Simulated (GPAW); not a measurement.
**The basis that the transmission of a carbon nanotube (3, 3); an Al atom over a ring needs**

Wanted: the zero-bias transmission of a carbon nanotube (3, 3); an Al atom over a ring on a ladder of levels, with run times.

Program: GPAW 26.7.0. Level of theory: GPAW LCAO, PAW setups; Landauer transmission from Green's functions with principal layers (ASE), zero bias. Results are calculated unless marked as measured.

## 1. Starting point

The cell holds 145 atoms: 144 C and 1 Al. Its edges and angles: a = 12.068 Å, b = 12.068 Å, c = 29.514 Å, α = 90.0°, β = 90.0°, γ = 90.0°. Regions: left lead, 60 atoms (60 C); channel, 25 atoms (24 C and 1 Al); right lead, 60 atoms (60 C). Vacuum lies along a and b. The structure is stacked along c, and the current runs across the ab planes.

## 2. GPAW, szp

One radial function a shell plus polarisation makes the matrices smaller; the question is what that costs.

run.py

```python
import json
import numpy as np
from ase import Atoms
from ase.transport.calculators import TransportCalculator
from gpaw import GPAW, FermiDirac
from gpaw.lcao.tools import get_lcao_hamiltonian
from scipy.linalg import eigh

# The junction with lead layers at both ends, along the third cell vector
device = Atoms(
    ['C', 'C', 'C', 'C', 'C', 'C', 'C', 'C', 'C', 'C', 'C', 'C', 'C', 'C', 'C', 'C', 'C', 'C', 'C', 'C', 'C', 'C', 'C', 'C', 'C', 'C', 'C', 'C', 'C', 'C', 'C', 'C', 'C', 'C', 'C', 'C', 'C', 'C', 'C', 'C', 'C', 'C', 'C', 'C', 'C', 'C', 'C', 'C', 'C', 'C', 'C', 'C', 'C', 'C', 'C', 'C', 'C', 'C', 'C', 'C', 'C', 'C', 'C', 'C', 'C', 'C', 'C', 'C', 'Al', 'C', 'C', 'C', 'C', 'C', 'C', 'C', 'C', 'C', 'C', 'C', 'C', 'C', 'C', 'C', 'C', 'C', 'C', 'C', 'C', 'C', 'C', 'C', 'C', 'C', 'C', 'C', 'C', 'C', 'C', 'C', 'C', 'C', 'C', 'C', 'C', 'C', 'C', 'C', 'C', 'C', 'C', 'C', 'C', 'C', 'C', 'C', 'C', 'C', 'C', 'C', 'C', 'C', 'C', 'C', 'C', 'C', 'C', 'C', 'C', 'C', 'C', 'C', 'C', 'C', 'C', 'C', 'C', 'C', 'C', 'C', 'C', 'C', 'C', 'C', 'C'],
    positions=[
        [4.12267, 6.72967, 0.61488],
        [5.01700, 7.79550, 0.61488],
        [5.01700, 4.27250, 0.61488],
        [6.38720, 4.03090, 0.61488],
        [7.59213, 7.34143, 0.61488],
        [8.06800, 6.03400, 0.61488],
        [4.00000, 6.03400, 1.84463],
        [4.47587, 4.72657, 1.84463],
        [5.68080, 8.03710, 1.84463],
        [7.05100, 7.79550, 1.84463],
        [7.05100, 4.27250, 1.84463],
        [7.94534, 5.33833, 1.84463],
        [4.12267, 6.72967, 3.07439],
        [5.01700, 7.79550, 3.07439],
        [5.01700, 4.27250, 3.07439],
        [6.38720, 4.03090, 3.07439],
        [7.59213, 7.34143, 3.07439],
        [8.06800, 6.03400, 3.07439],
        [4.00000, 6.03400, 4.30415],
        [4.47587, 4.72657, 4.30415],
        [5.68080, 8.03710, 4.30415],
        [7.05100, 7.79550, 4.30415],
        [7.05100, 4.27250, 4.30415],
        [7.94534, 5.33833, 4.30415],
        [4.12267, 6.72967, 5.53390],
        [5.01700, 7.79550, 5.53390],
        [5.01700, 4.27250, 5.53390],
        [6.38720, 4.03090, 5.53390],
        [7.59213, 7.34143, 5.53390],
        [8.06800, 6.03400, 5.53390],
[... 109 atom lines left out ...]
        [4.00000, 6.03400, 28.89927],
        [4.47587, 4.72657, 28.89927],
        [5.68080, 8.03710, 28.89927],
        [7.05100, 7.79550, 28.89927],
        [7.05100, 4.27250, 28.89927],
        [7.94534, 5.33833, 28.89927]],
    cell=[[12.068, 0.0, 0.0], [0.0, 12.068, 0.0], [0.0, 0.0, 29.51415]],
    pbc=True,
    magmoms=[0.0, 0.0, 0.0, 0.0, 0.0, 0.0, 0.0, 0.0, 0.0, 0.0, 0.0, 0.0, 0.0, 0.0, 0.0, 0.0, 0.0, 0.0, 0.0, 0.0, 0.0, 0.0, 0.0, 0.0, 0.0, 0.0, 0.0, 0.0, 0.0, 0.0, 0.0, 0.0, 0.0, 0.0, 0.0, 0.0, 0.0, 0.0, 0.0, 0.0, 0.0, 0.0, 0.0, 0.0, 0.0, 0.0, 0.0, 0.0, 0.0, 0.0, 0.0, 0.0, 0.0, 0.0, 0.0, 0.0, 0.0, 0.0, 0.0, 0.0, 0.0, 0.5, 0.0, 0.0, 0.5, 0.0, 0.5, 0.0, 0.0, 0.5, 0.0, 0.0, 0.0, 0.0, 0.0, 0.5, 0.0, 0.0, 0.0, 0.0, 0.0, 0.0, 0.0, 0.0, 0.0, 0.0, 0.0, 0.0, 0.0, 0.0, 0.0, 0.0, 0.0, 0.0, 0.0, 0.0, 0.0, 0.0, 0.0, 0.0, 0.0, 0.0, 0.0, 0.0, 0.0, 0.0, 0.0, 0.0, 0.0, 0.0, 0.0, 0.0, 0.0, 0.0, 0.0, 0.0, 0.0, 0.0, 0.0, 0.0, 0.0, 0.0, 0.0, 0.0, 0.0, 0.0, 0.0, 0.0, 0.0, 0.0, 0.0, 0.0, 0.0, 0.0, 0.0, 0.0, 0.0, 0.0, 0.0, 0.0, 0.0, 0.0, 0.0, 0.0, 0.0])

# One principal layer of the lead: the first 36 atoms of the device
lead = Atoms(
    ['C', 'C', 'C', 'C', 'C', 'C', 'C', 'C', 'C', 'C', 'C', 'C', 'C', 'C', 'C', 'C', 'C', 'C', 'C', 'C', 'C', 'C', 'C', 'C', 'C', 'C', 'C', 'C', 'C', 'C', 'C', 'C', 'C', 'C', 'C', 'C'],
    positions=[
        [4.12267, 6.72967, 0.61488],
        [5.01700, 7.79550, 0.61488],
        [5.01700, 4.27250, 0.61488],
        [6.38720, 4.03090, 0.61488],
        [7.59213, 7.34143, 0.61488],
        [8.06800, 6.03400, 0.61488],
        [4.00000, 6.03400, 1.84463],
        [4.47587, 4.72657, 1.84463],
        [5.68080, 8.03710, 1.84463],
        [7.05100, 7.79550, 1.84463],
        [7.05100, 4.27250, 1.84463],
        [7.94534, 5.33833, 1.84463],
        [4.12267, 6.72967, 3.07439],
        [5.01700, 7.79550, 3.07439],
        [5.01700, 4.27250, 3.07439],
        [6.38720, 4.03090, 3.07439],
        [7.59213, 7.34143, 3.07439],
        [8.06800, 6.03400, 3.07439],
        [4.00000, 6.03400, 4.30415],
        [4.47587, 4.72657, 4.30415],
        [5.68080, 8.03710, 4.30415],
        [7.05100, 7.79550, 4.30415],
        [7.05100, 4.27250, 4.30415],
        [7.94534, 5.33833, 4.30415],
        [4.12267, 6.72967, 5.53390],
        [5.01700, 7.79550, 5.53390],
        [5.01700, 4.27250, 5.53390],
        [6.38720, 4.03090, 5.53390],
        [7.59213, 7.34143, 5.53390],
        [8.06800, 6.03400, 5.53390],
        [4.00000, 6.03400, 6.76366],
        [4.47587, 4.72657, 6.76366],
        [5.68080, 8.03710, 6.76366],
        [7.05100, 7.79550, 6.76366],
        [7.05100, 4.27250, 6.76366],
        [7.94534, 5.33833, 6.76366]],
    cell=[[12.068, 0.0, 0.0], [0.0, 12.068, 0.0], [0.0, 0.0, 7.37854]],
    pbc=True,
    magmoms=[0.0, 0.0, 0.0, 0.0, 0.0, 0.0, 0.0, 0.0, 0.0, 0.0, 0.0, 0.0, 0.0, 0.0, 0.0, 0.0, 0.0, 0.0, 0.0, 0.0, 0.0, 0.0, 0.0, 0.0, 0.0, 0.0, 0.0, 0.0, 0.0, 0.0, 0.0, 0.0, 0.0, 0.0, 0.0, 0.0])

settings = dict(mode='lcao', basis='szp(dzp)', xc='PBE', h=0.2,
                occupations=FermiDirac(0.1), maxiter=250,
                mixer=dict(beta=0.05, nmaxold=8, weight=100.0),
                convergence=dict(density=0.0001))
energies = np.arange(-2, 2 + 1e-9, 0.05)
eta = 0.0001
n1, n2 = 1, 1
# k and -k transmit alike, so half of the mesh across the current serves
mesh = [(i, j) for i in range(n1) for j in range(n2) if (i, j) <= (-i % n1, -j % n2)]
weights = np.array([1 if (i, j) == (-i % n1, -j % n2) else 2 for i, j in mesh]) / (n1 * n2)


def ground_state(atoms, size, txt):
    atoms.calc = GPAW(kpts={'size': size, 'gamma': True}, symmetry={'tolerance': 1e-3}, txt=txt, **settings)
    atoms.get_potential_energy()
    return atoms.calc.get_fermi_level()


def blocks(atoms, fermi, points, nz, cells):
    """H - E_F S and S between cell 0 and the cells above it, at each point across the current."""
    kz = np.arange(nz) / nz
    calc = atoms.calc.fixed_density(kpts=[(*k, z) for k in points for z in kz], symmetry='off', txt=None)
    H, S = get_lcao_hamiltonian(calc)
    H = (H - fermi * S).reshape(len(H), len(points), nz, *S.shape[1:])
    S = S.reshape(H.shape[1:])
    phases = [np.exp(-2j * np.pi * kz * R) / nz for R in cells]
    return [(np.einsum('skzij,z->ksij', H, p), np.einsum('kzij,z->kij', S, p)) for p in phases]


def pair(a, b):
    return np.block([[a, b], [b.T.conj(), a]])


def count_channels(h, s, cells, nk=240):
    """Half the number of times that the lead's bands cross each energy, unfolded to its shortest repeat."""
    b = len(h) // cells
    bands = []
    for k in (np.arange(nk + 1) + 0.5) / nk:
        hk, sk = h[:b, :b].copy(), s[:b, :b].copy()
        for R in range(1, cells):
            phase, block = np.exp(2j * np.pi * k * R), slice(R * b, (R + 1) * b)
            hk += h[:b, block] * phase + (h[:b, block] * phase).T.conj()
            sk += s[:b, block] * phase + (s[:b, block] * phase).T.conj()
        w, u = eigh(sk)
        x = u[:, w > 1e-5] / w[w > 1e-5]**0.5  # drop near-dependent combinations
        bands.append(np.r_[eigh(x.T.conj() @ hk @ x, eigvals_only=True), [1e9] * (w <= 1e-5).sum()])
    below = np.array(bands)[:, :, None] < energies
    return (below[1:] != below[:-1]).sum((0, 1)) / 2


fermi_lead = ground_state(lead, (1, 1, 15), 'lead.txt')
fermi_device = ground_state(device, (1, 1, 3), 'device.txt')
T, channels, eigen, tail, misfit, shifts = [], [], [], 0.0, 0.0, []
for first in range(0, len(mesh), 2):
    points = [(i / n1, j / n2) for i, j in mesh[first:first + 2]]
    (H0k, S0k), (H1k, S1k), (H2k, _) = blocks(lead, fermi_lead, points, 5, range(3))
    [(Hk, Sk)] = blocks(device, fermi_device, points, 2, [0])
    tail = max(tail, abs(H2k).max())
    for H0, S0, H1, S1, H, S in zip(H0k, S0k, H1k, S1k, Hk, Sk):
        n = len(S0)
        # Shift the lead onto the potential of the device's first layer
        shift = ((H[:, 0, 0] - H0[:, 0, 0]) / S0[0, 0]).real.mean()
        shifts.append(shift)
        misfit = max(misfit, abs(H[:, :n, :n] - H0 - shift * S0).max())
        Tk, Ck, Ek = [], [], []
        for s in range(len(H)):
            t = s % len(H0)  # a lead without moments serves both spins
            h1, s1 = pair(H0[t] + shift * S0, H1[t] + shift * S1), pair(S0, S1)
            leads = dict(h1=h1, s1=s1, energies=energies, eta=eta, eta1=eta, eta2=eta)
            calc = TransportCalculator(h=H[s], s=S, eigenchannels=3, **leads)
            Tk.append(calc.get_transmission())
            Ek.append(np.sort(calc.eigenchannels_ne, axis=0)[::-1])
            Ck.append(count_channels(h1, s1, 6))
        T.append(Tk)
        channels.append(Ck)
        eigen.append(Ek)
T, channels = np.array(T), np.array(channels)
mean, open_channels = np.einsum('kse,k->se', T, weights), np.einsum('kse,k->se', channels, weights)

print(f'basis functions: device {len(S)}, principal layer {n}')
print(f'Fermi level: lead {fermi_lead:.4f} eV, device {fermi_device:.4f} eV; lead shifted by {np.mean(shifts):.4f} eV')
print(f'largest coupling past the next layer {tail:.2e} eV, largest misfit of the first layer {misfit:.3f} eV')
print('  E-E_F (eV)   ' + 'T up        T down      channels up  channels down')
for e, t, c in zip(energies, mean.T, open_channels.T):
    print(f'{e:10.3f}  ', *[f'{x:11.4e}' for x in t], *[f'{x:9.4f}' for x in c])

kT = 8.617333e-5 * 300
fine = np.linspace(energies[0], energies[-1], 4001)
both = np.exp(np.interp(fine, energies, np.log(np.maximum(mean.sum(0) * 2 / len(mean), 1e-30))))
fermi = lambda mu: 1 / (1 + np.exp(np.clip((fine - mu) / kT, -200, 200)))
slope = fermi(0) * (1 - fermi(0)) / kT
G = np.trapezoid(both * slope, fine) / 2
seebeck = -np.trapezoid(both * slope * fine, fine) / (2 * G * 300) * 1e6
print(f'conductance at 300 K: {G:.5g} G0 a cell; thermopower {seebeck:.4g} uV/K')
bias = [0.1, 0.2, 0.5, 1.0, 1.5, 2.0]
current = [38.74 * np.trapezoid(both * (fermi(V / 2) - fermi(-V / 2)), fine) for V in bias]
for V, I in zip(bias, current):
    print(f'current from the zero-bias T(E) at {V} V: {I:.5g} uA')
zero = abs(energies).argmin()
json.dump(dict(energies=energies.tolist(), T=mean.tolist(), channels=open_channels.tolist(), G=G, seebeck=seebeck,
               bias=bias, current=current, tail=tail, misfit=misfit, shift=np.mean(shifts), n_device=len(S), n_lead=n,
               fermi=[fermi_lead, fermi_device], energy=device.get_potential_energy(),
               moments=device.get_magnetic_moments().tolist(), mesh=mesh, weights=weights.tolist(),
               T_k=T[:, :, zero].tolist(), eigen=np.array(eigen[0]).tolist()), open('result.json', 'w'))
```

Started as:

```console
> OMP_NUM_THREADS=1 OPENBLAS_NUM_THREADS=1 python run.py
```

What it wrote:

```text
basis functions: device 1305, principal layer 324
Fermi level: lead -2.5809 eV, device -2.4134 eV; lead shifted by -0.0058 eV
largest coupling past the next layer 4.02e-15 eV, largest misfit of the first layer 0.029 eV
  E-E_F (eV)   T up        T down      [channel counts left out]
    -2.000    9.9847e-01  9.9847e-01
    -1.950    9.9825e-01  9.9825e-01
    -1.900    9.9804e-01  9.9803e-01
    -1.850    9.9784e-01  9.9784e-01
    -1.800    9.9767e-01  9.9767e-01
    -1.750    9.9753e-01  9.9753e-01
    -1.700    9.9744e-01  9.9744e-01
    -1.650    9.9740e-01  9.9740e-01
    -1.600    9.9742e-01  9.9742e-01
    -1.550    9.9753e-01  9.9754e-01
    -1.500    9.9789e-01  9.9789e-01
    -1.450    9.9759e-01  9.9758e-01
    -1.400    9.9811e-01  9.9812e-01
    -1.350    9.9857e-01  9.9857e-01
    -1.300    9.9891e-01  9.9891e-01
    -1.250    9.9845e-01  9.9844e-01
[...]
1.650    4.5174e+00  4.5194e+00
     1.700    4.5216e+00  4.5235e+00
     1.750    4.5152e+00  4.5169e+00
     1.800    4.5008e+00  4.5024e+00
     1.850    4.4754e+00  4.4768e+00
     1.900    4.4368e+00  4.4382e+00
     1.950    4.3836e+00  4.3848e+00
     2.000    4.3160e+00  4.3171e+00
conductance at 300 K: 1.9419 G0 a cell; thermopower 0.9507 uV/K
current from the zero-bias T(E) at 0.1 V: 15.036 uA
current from the zero-bias T(E) at 0.2 V: 30.013 uA
current from the zero-bias T(E) at 0.5 V: 73.584 uA
current from the zero-bias T(E) at 1.0 V: 136.32 uA
current from the zero-bias T(E) at 1.5 V: 202.5 uA
current from the zero-bias T(E) at 2.0 V: 310.47 uA
```

Elapsed: 43 min, on 1 thread of Arm Neoverse V1, shared host; peak memory 2.9 GiB.

This step gave:

```
conductance                                    : 1.942 G₀
largest coupling past the next principal layer : 4.02e-15 eV
largest misfit of the first principal layer    : 0.02918 eV
shift that aligns the lead                     : -0.005796 eV
basis functions of the junction                : 1305
basis functions of a principal layer           : 324
transmission at the Fermi level, spin up       : 1.947
transmission at the Fermi level, spin down     : 1.947
```

Each spin. The transmission, zone mean by energy, zero at the Fermi level:

```
energy (eV)  T, spin up  T, spin down
      -2.00       0.998         0.998
      -1.90       0.998         0.998
      -1.80       0.998         0.998
      -1.70       0.997         0.997
      -1.55       0.998         0.998
      -1.45       0.998         0.998
      -1.35       0.999         0.999
      -1.25       0.998         0.998
      -1.15        1.58          1.58
      -1.05        1.30          1.29
      -0.90        1.86          1.85
      -0.80        1.90          1.90
      -0.70        1.93          1.93
      -0.60        1.94          1.94
      -0.50        1.95          1.95
      -0.40        1.96          1.96
      -0.25        1.96          1.96
      -0.15        1.96          1.96
      -0.05        1.95          1.95
       0.00        1.95          1.95
       0.05        1.93          1.93
       0.15        1.87          1.87
       0.25        1.65          1.66
       0.40        1.00         0.996
       0.50        1.48          1.48
       0.60        1.70          1.71
       0.65        1.73          1.74
       0.70       0.950         0.949
       0.80        2.90          2.89
       0.90        4.55          4.56
       1.00        4.91          4.92
       1.05        4.72          4.72
       1.15        4.29          4.29
       1.25        4.35          4.35
       1.35        4.41          4.42
       1.45        4.46          4.47
       1.55        4.50          4.50
       1.70        4.52          4.52
       1.80        4.50          4.50
       1.90        4.44          4.44
       2.00        4.32          4.32
```

Not self-consistent under bias; the bias window is split evenly. The current through one cell, from the zero-bias transmission by bias:

```
bias (V)  current through one cell, from the zero-bias transmission (μA)
   0.100                                                            15.0
   0.200                                                            30.0
   0.500                                                            73.6
   1.000                                                             136
   1.500                                                             202
   2.000                                                             310
```

Table of transmission of the three most open eigenchannels by energy, zero at the Fermi level:

```
energy (eV)  channel 1 up  channel 2 up  channel 3 up  channel 1 down  channel 2 down  channel 3 down
      -2.00         0.998       6.8e-12       5.0e-12           0.998         6.8e-12         5.0e-12
      -1.85         0.998             0             0           0.998               0               0
      -1.70         0.997             0             0           0.997               0               0
      -1.50         0.998             0             0           0.998               0               0
      -1.35         0.999       1.5e-11             0           0.999         1.5e-11               0
      -1.20         0.995         0.500             0           0.995           0.500               0
      -1.05         0.885         0.416             0           0.885           0.409               0
      -0.90         0.935         0.920             0           0.935           0.920               0
      -0.70         0.965         0.961             0           0.964           0.961               0
      -0.55         0.982         0.965             0           0.982           0.965               0
      -0.40         0.992         0.965             0           0.992           0.965               0
      -0.25         0.998         0.964             0           0.998           0.964               0
      -0.10         0.996         0.961             0           0.997           0.960               0
       0.00         0.987         0.960             0           0.987           0.960               0
       0.10         0.975         0.932             0           0.975           0.933               0
       0.25         0.965         0.684       3.8e-12           0.965           0.694         3.7e-12
       0.40         0.963        0.0371       7.5e-10           0.963          0.0328         8.7e-10
       0.55         0.969         0.656       1.1e-10           0.969           0.656         1.1e-10
       0.70         0.861        0.0884        5.1e-6           0.862          0.0866          5.2e-6
       0.90         0.998         0.970         0.951           0.998           0.969           0.951
       1.05         0.997         0.992         0.952           0.997           0.992           0.953
       1.20         0.997         0.996         0.959           0.997           0.996           0.959
       1.35         0.998         0.997         0.977           0.998           0.997           0.977
       1.50         0.998         0.997         0.986           0.998           0.998           0.986
       1.70         0.998         0.998         0.991           0.998           0.998           0.991
       1.85         0.998         0.998         0.992           0.999           0.998           0.992
       2.00         0.999         0.998         0.992           0.999           0.998           0.992
```

Couplings past the next layer reach 4.0e-15 eV, small enough to drop; the matrix elements of the cell's first layer differ from the bulk lead's by up to 0.029 eV. That layer keeps its own values in the calculation, and only beyond it is the lead taken as perfect.

(Part 1 of 3 ends here.)

[Logs are printed without paths, hosts, clocks, repeated set-up lines and the standing remarks that a program may print on its own settings, such as how far it seeks lower states.]

[Hosts, paths, dates, database ids (printed as entryN), source tags and the programs' standing remarks are cut or masked in the printed files.]
